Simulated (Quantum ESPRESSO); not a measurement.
# Ag (Silver): electron-phonon coupling

Wanted: the coupling constant λ of Ag (Silver) at ambient pressure.

Calculated with Quantum ESPRESSO 7.5; DFT LDA, scalar-relativistic, plane waves, PseudoDojo norm-conserving pseudopotentials.

## 1. Set-up

It takes space group Fm-3m (No. 225, cubic). The conventional cell has a = 4.085 Å, b = 4.085 Å, c = 4.085 Å, α = 90.00°, β = 90.00°, γ = 90.00°. Ag has 12 Ag at 2.89 Å nearest.

As a file:

```cif
data_structure
_symmetry_space_group_name_H-M 'P 1'
_symmetry_Int_Tables_number 1
_cell_length_a 2.8889
_cell_length_b 2.8889
_cell_length_c 2.8889
_cell_angle_alpha 60.000
_cell_angle_beta 60.000
_cell_angle_gamma 60.000
_cell_volume 17.05
loop_
_atom_site_label
_atom_site_type_symbol
_atom_site_fract_x
_atom_site_fract_y
_atom_site_fract_z
_atom_site_occupancy
Ag1 Ag 0.00000 0.00000 0.00000 1
```

## 2. A first look

A cheap run with smearing and empty bands tells whether the crystal has a gap, which decides between fixed occupations and smearing later on.

Input file probe.in:

```
 &control
    calculation='scf',
    prefix='x',
    outdir='./tmp',
    pseudo_dir='./pseudo',
    tprnfor=.true.,
    tstress=.true.,
    verbosity='high',
 /
 &system
    ibrav=0,
    nat=1,
    ntyp=1,
    ecutwfc=86.0,
    occupations='smearing',
    smearing='gaussian',
    degauss=0.01,
 /
 &electrons
    conv_thr=1.0d-07,
    mixing_beta=0.7,
    electron_maxstep=100,
 /
ATOMIC_SPECIES
 Ag    107.8682  Ag.upf
CELL_PARAMETERS angstrom
     0.000000000    2.042750000    2.042750000
     2.042750000    0.000000000    2.042750000
     2.042750000    2.042750000    0.000000000
ATOMIC_POSITIONS crystal
 Ag     0.000000000   0.000000000   0.000000000
K_POINTS automatic
 8 8 8 0 0 0
```

The run is started by

```bash
$ OMP_NUM_THREADS=1 mpirun -n 4 pw.x -nk 4 -in probe.in > probe.out
```

The log of the run:

```text
[banners, grids, parts of the stress and lines that vanish by symmetry left out]
Program PWSCF v.7.5
     Message from routine setup:
     using ibrav=0 with symmetry is DISCOURAGED, use correct ibrav instead
[...]
kinetic-energy cutoff     =      86.0000  Ry
     charge density cutoff     =     344.0000  Ry
     scf convergence threshold =      1.0E-07
[...]
Exchange-correlation= SLA  PW   NOGX NOGC
                           (   1   4   0   0   0   0   0)
[...]
48 Sym. Ops., with inversion, found
[...]
(     0          1          0      )
                  (     0          0          1      )
[...]
( -0.0000000  1.0000000  0.0000000 )
                  ( -0.0000000  0.0000000  1.0000000 )
[...]
(     1          0         -1      )
                  (     0          0         -1      )
[...]
(  1.0000000 -0.0000000 -0.0000000 )
                  (  0.0000000 -1.0000000 -0.0000000 )
[...]
(    -1          1          0      )
                  (     0          1         -1      )
[...]
( -1.0000000  0.0000000 -0.0000000 )
                  ( -0.0000000  1.0000000 -0.0000000 )
[...]
number of k points=    29  Gaussian smearing, width (Ry)=  0.0100
[...]
End of self-consistent calculation
[...]
the Fermi energy is    16.8500 ev
!    total energy              =    -309.96981038 Ry
[...]
convergence has been achieved in   6 iterations
[...]
atom    1 type  1   force =     0.00000000    0.00000000    0.00000000
[...]
Total force =     0.000000     Total SCF correction =     0.000000
[...]
total   stress  (Ry/bohr**3)                   (kbar)     P=      -67.44
[...]
XML data file, charge density, pseudopotentials, collected wavefunctions

   JOB DONE.
```

The job ended after 3.1 s (4 MPI ranks of Arm Neoverse V1, shared host).

This step gave:

- volume per atom: 17.05 Å³
- pressure: -6.744 GPa
- gap on the k-mesh: 0 eV

No gap opens on this mesh, so smearing is kept; the start stands at -6.7 GPa.

## 3. Relaxation

The relaxation runs at a cutoff a fifth above that of the response, since stress converges more slowly with the basis than frequencies do. Forces and stress are brought to rest with tight thresholds.

Input file relax.in:

```
 &control
    calculation='vc-relax',
    prefix='x',
    outdir='./tmp',
    pseudo_dir='./pseudo',
    tprnfor=.true.,
    tstress=.true.,
    forc_conv_thr=2.0d-05,
    etot_conv_thr=1.0d-07,
    nstep=40,
 /
 &system
    ibrav=0,
    nat=1,
    ntyp=1,
    ecutwfc=103,
    occupations='smearing',
    smearing='mv',
    degauss=0.02,
 /
 &electrons
    conv_thr=1.0d-11,
    mixing_beta=0.7,
    electron_maxstep=100,
 /
 &ions
 /
 &cell
    press_conv_thr=0.2,
 /
ATOMIC_SPECIES
 Ag    107.8682  Ag.upf
CELL_PARAMETERS angstrom
     0.000000000    2.042750000    2.042750000
     2.042750000    0.000000000    2.042750000
     2.042750000    2.042750000    0.000000000
ATOMIC_POSITIONS crystal
 Ag     0.000000000   0.000000000   0.000000000
K_POINTS automatic
 16 16 16 0 0 0
```

The run is started by

```bash
$ OMP_NUM_THREADS=1 mpirun -n 4 pw.x -nk 4 -in relax.in > relax.out
```

The log of the run:

```text
[banners, grids, parts of the stress and lines that vanish by symmetry left out]
[banner, memory and clock lines left out]
Program PWSCF v.7.5

[...]
kinetic-energy cutoff     =     103.0000  Ry
     charge density cutoff     =     412.0000  Ry
     scf convergence threshold =      1.0E-11
[...]
energy convergence thresh.=      1.0E-07
     force convergence thresh. =      2.0E-05
     press convergence thresh. =      2.0E-01
     Exchange-correlation= SLA  PW   NOGX NOGC
                           (   1   4   0   0   0   0   0)
[...]
48 Sym. Ops., with inversion, found
[...]
number of k points=   145  Marzari-Vanderbilt smearing, width (Ry)=  0.0200
[...]
End of self-consistent calculation
[...]
the Fermi energy is    16.9477 ev
!    total energy              =    -309.97192453 Ry
[...]
convergence has been achieved in  10 iterations
[...]
atom    1 type  1   force =     0.00000000    0.00000000    0.00000000
     Total force =     0.000000     Total SCF correction =     0.000000
[...]
total   stress  (Ry/bohr**3)                   (kbar)     P=      -72.41
[...]
number of bfgs steps    =   0
[...]
CELL_PARAMETERS (angstrom)
[...]
ATOMIC_POSITIONS (crystal)
Ag               0.0000000000        0.0000000000        0.0000000000
[...]
New effective cutoffs (rho, wfc):  420.94  105.58
[...]
End of self-consistent calculation
[...]
the Fermi energy is    17.8173 ev
!    total energy              =    -309.97344449 Ry
[...]
convergence has been achieved in   7 iterations
[...]
atom    1 type  1   force =     0.00000000    0.00000000    0.00000000
     Total force =     0.000000     Total SCF correction =     0.000000
[...]
total   stress  (Ry/bohr**3)                   (kbar)     P=      -32.39
[...]
number of bfgs steps    =   1
[...]
CELL_PARAMETERS (angstrom)
[...]
ATOMIC_POSITIONS (crystal)
Ag               0.0000000000        0.0000000000        0.0000000000
[...]
New effective cutoffs (rho, wfc):  429.18  107.65
[...]
End of self-consistent calculation
[...]
the Fermi energy is    18.5279 ev
!    total energy              =    -309.97374524 Ry
[...]
convergence has been achieved in   7 iterations
[...]
atom    1 type  1   force =     0.00000000    0.00000000    0.00000000
     Total force =     0.000000     Total SCF correction =     0.000000
[...]
total   stress  (Ry/bohr**3)                   (kbar)     P=        5.80
[...]
number of bfgs steps    =   2
[...]
CELL_PARAMETERS (angstrom)
[...]
ATOMIC_POSITIONS (crystal)
Ag               0.0000000000        0.0000000000        0.0000000000
[...]
New effective cutoffs (rho, wfc):  427.93  107.34
[...]
End of self-consistent calculation
[...]
the Fermi energy is    18.4195 ev
!    total energy              =    -309.97375394 Ry
[...]
convergence has been achieved in   6 iterations
[...]
atom    1 type  1   force =     0.00000000    0.00000000    0.00000000
     Total force =     0.000000     Total SCF correction =     0.000000
[...]
total   stress  (Ry/bohr**3)                   (kbar)     P=       -0.35
[...]
number of bfgs steps    =   3
[...]
CELL_PARAMETERS (angstrom)
[...]
ATOMIC_POSITIONS (crystal)
Ag               0.0000000000        0.0000000000        0.0000000000
[...]
New effective cutoffs (rho, wfc):  428.00  107.35
[...]
End of self-consistent calculation
[...]
the Fermi energy is    18.4257 ev
!    total energy              =    -309.97375397 Ry
[...]
convergence has been achieved in   4 iterations
[...]
atom    1 type  1   force =     0.00000000    0.00000000    0.00000000
     Total force =     0.000000     Total SCF correction =     0.000000
[...]
total   stress  (Ry/bohr**3)                   (kbar)     P=       -0.00
[...]
bfgs converged in   5 scf cycles and   4 bfgs steps
[...]
End of BFGS Geometry Optimization
     Final enthalpy           =    -309.9737539687 Ry
     File ./tmp/x.bfgs deleted, as requested
[...]
CELL_PARAMETERS (angstrom)
[...]
ATOMIC_POSITIONS (crystal)
Ag               0.0000000000        0.0000000000        0.0000000000
[...]
Final scf calculation at the relaxed structure.
[...]
kinetic-energy cutoff     =     103.0000  Ry
     charge density cutoff     =     412.0000  Ry
     scf convergence threshold =      1.0E-13
[...]
press convergence thresh. =      2.0E-01
     Exchange-correlation= SLA  PW   NOGX NOGC
                           (   1   4   0   0   0   0   0)
[...]
48 Sym. Ops., with inversion, found
[...]
number of k points=   145  Marzari-Vanderbilt smearing, width (Ry)=  0.0200
[...]
End of self-consistent calculation
[...]
the Fermi energy is    18.4257 ev
!    total energy              =    -309.97375056 Ry
[...]
convergence has been achieved in  11 iterations
[...]
atom    1 type  1   force =     0.00000000    0.00000000    0.00000000
     Total force =     0.000000     Total SCF correction =     0.000000
[...]
total   stress  (Ry/bohr**3)                   (kbar)     P=       -0.04
[...]
XML data file, charge density, pseudopotentials, collected wavefunctions
```

The job ended after 78 s (4 MPI ranks; 5.2 min of CPU time).

Step by step:

```
step  energy less that of the first step (eV)  largest force (eV/Å)  pressure (GPa)  volume (Å³)
   1                                   0.0000                0.0000           -7.24        17.05
   2                                  -0.0207                0.0000           -3.24        16.43
   3                                  -0.0248                0.0000            0.58        15.96
   4                                  -0.0249                0.0000           -0.03        16.03
   5                                  -0.0249                0.0000            0.00        16.02
   6                                  -0.0248                0.0000            0.00        16.02
```

```
conventional cell, symmetrised  before  after  change
                         a (Å)   4.085  4.002  -2.0 %
                         b (Å)   4.085  4.002  -2.0 %
                         c (Å)   4.085  4.002  -2.0 %
              volume (Å³/atom)   17.05  16.02  -6.0 %
```

The relaxed structure:

```xyz
1
Lattice="0.0000 2.0009 2.0009 2.0009 0.0000 2.0009 2.0009 2.0009 0.0000" Properties=species:S:1:pos:R:3 pbc="T T T"
Ag    0.0000    0.0000    0.0000
```

The last row of the table of steps is pw.x's closing run on a basis chosen anew for the final cell, so its energy can jump.

Numbers from this step:

```yaml
volume_per_atom: 16.02 Å³
pressure: -0.004 GPa
```

The volume changes by -6.0 % from the cell with which this run began.

## 4. Ground state

Perturbation theory inherits every error of the wavefunctions, so the threshold is set near the limit of the arithmetic. Smearing stays on, as the first look found no gap above 0.3 eV.

Input file scf.in:

```
 &control
    calculation='scf',
    prefix='x',
    outdir='./tmp',
    pseudo_dir='./pseudo',
    tprnfor=.true.,
    tstress=.true.,
 /
 &system
    ibrav=0,
    nat=1,
    ntyp=1,
    ecutwfc=86.0,
    occupations='smearing',
    smearing='mv',
    degauss=0.02,
 /
 &electrons
    conv_thr=1.0d-12,
    mixing_beta=0.7,
    electron_maxstep=100,
 /
ATOMIC_SPECIES
 Ag    107.8682  Ag.upf
CELL_PARAMETERS angstrom
     0.000000000    2.000890984    2.000890984
     2.000890984    0.000000000    2.000890984
     2.000890984    2.000890984    0.000000000
ATOMIC_POSITIONS crystal
 Ag     0.000000000   0.000000000   0.000000000
K_POINTS automatic
 16 16 16 0 0 0
```

The run is started by

```bash
$ OMP_NUM_THREADS=1 mpirun -n 4 pw.x -nk 4 -in scf.in > scf.out
```

The log of the run:

```text
[banners, grids, parts of the stress and lines that vanish by symmetry left out]
[banner, memory and clock lines left out]
Program PWSCF v.7.5

[...]
kinetic-energy cutoff     =      86.0000  Ry
     charge density cutoff     =     344.0000  Ry
     scf convergence threshold =      1.0E-12
[...]
Exchange-correlation= SLA  PW   NOGX NOGC
                           (   1   4   0   0   0   0   0)
[...]
48 Sym. Ops., with inversion, found
[...]
number of k points=   145  Marzari-Vanderbilt smearing, width (Ry)=  0.0200
[...]
End of self-consistent calculation
[...]
the Fermi energy is    18.4257 ev
!    total energy              =    -309.97373371 Ry
[...]
convergence has been achieved in  10 iterations
[...]
atom    1 type  1   force =     0.00000000    0.00000000    0.00000000
     Total force =     0.000000     Total SCF correction =     0.000000
[...]
total   stress  (Ry/bohr**3)                   (kbar)     P=       -0.29
[...]
XML data file, charge density, pseudopotentials, collected wavefunctions
```

It took 8.8 s on 4 MPI ranks; 35 s of CPU time.

Numbers from this step:

```
pressure : -0.02900 GPa
```

The cell stands at -0.029 GPa, close enough for phonons.

## 5. Levels on a dense mesh

The coupling is a sum over pairs of states at the Fermi level and needs a much denser mesh than the density does.

scf_fit.in, as its differences from scf.in of step 4:

```diff
@@ -16,5 +16,6 @@
     degauss=0.02,
+    la2F=.true.,
  /
  &electrons
-    conv_thr=1.0d-12,
+    conv_thr=1.0d-10,
     mixing_beta=0.7,
@@ -31,2 +32,2 @@
 K_POINTS automatic
- 16 16 16 0 0 0
+ 32 32 32 0 0 0
```

The run is started by

```bash
$ OMP_NUM_THREADS=1 mpirun -n 4 pw.x -nk 4 -in scf_fit.in > scf_fit.out
```

The log of the run:

```text
[banners, grids, parts of the stress and lines that vanish by symmetry left out]
[banner, memory and clock lines left out]
Program PWSCF v.7.5

[...]
kinetic-energy cutoff     =      86.0000  Ry
     charge density cutoff     =     344.0000  Ry
     scf convergence threshold =      1.0E-10
[...]
Exchange-correlation= SLA  PW   NOGX NOGC
                           (   1   4   0   0   0   0   0)
[...]
48 Sym. Ops., with inversion, found
[...]
number of k points=   897  Marzari-Vanderbilt smearing, width (Ry)=  0.0200
[...]
End of self-consistent calculation
[...]
the Fermi energy is    18.5318 ev
!    total energy              =    -309.97376847 Ry
[...]
convergence has been achieved in   9 iterations
[...]
atom    1 type  1   force =     0.00000000    0.00000000    0.00000000
     Total force =     0.000000     Total SCF correction =     0.000000
[...]
total   stress  (Ry/bohr**3)                   (kbar)     P=       -0.63
[...]
XML data file, charge density, pseudopotentials, collected wavefunctions
```

The job ended after 47 s (4 MPI ranks; 3.2 min of CPU time).

This step gave:

```yaml
pressure: -0.063 GPa
```

## 6. Ground state

The run on the dense mesh left its levels for the electron-phonon sums; ph.x needs the ground state on the coarse mesh, so pw.x runs once more in the same folder.

scf.in is that of step 4.

The run is started by

```bash
$ OMP_NUM_THREADS=1 mpirun -n 4 pw.x -nk 4 -in scf.in > scf.out
```

The log of the run:

```text
[banners, grids, parts of the stress and lines that vanish by symmetry left out]
[banner, memory and clock lines left out]
Program PWSCF v.7.5

[...]
kinetic-energy cutoff     =      86.0000  Ry
     charge density cutoff     =     344.0000  Ry
     scf convergence threshold =      1.0E-12
[...]
Exchange-correlation= SLA  PW   NOGX NOGC
                           (   1   4   0   0   0   0   0)
[...]
48 Sym. Ops., with inversion, found
[...]
number of k points=   145  Marzari-Vanderbilt smearing, width (Ry)=  0.0200
[...]
End of self-consistent calculation
[...]
the Fermi energy is    18.4257 ev
!    total energy              =    -309.97373371 Ry
[...]
convergence has been achieved in  10 iterations
[...]
atom    1 type  1   force =     0.00000000    0.00000000    0.00000000
     Total force =     0.000000     Total SCF correction =     0.000000
[...]
total   stress  (Ry/bohr**3)                   (kbar)     P=       -0.29
[...]
XML data file, charge density, pseudopotentials, collected wavefunctions
```

Run time: 9.2 s. Hardware: 4 MPI ranks; 36 s of CPU time.

Numbers from this step:

| Property | Result |
| --- | --- |
| pressure | -0.02900 GPa |

[end of part 1 of 3]

[Host names and launcher messages were left out of these logs when they were recorded.]

[Logs are printed without paths, hosts, clocks, repeated set-up lines and the standing remarks that a program may print on its own settings, such as how far it seeks lower states.]

[Hosts, paths, dates, database ids (printed as entryN), source tags and the programs' standing remarks are cut or masked in the printed files.]
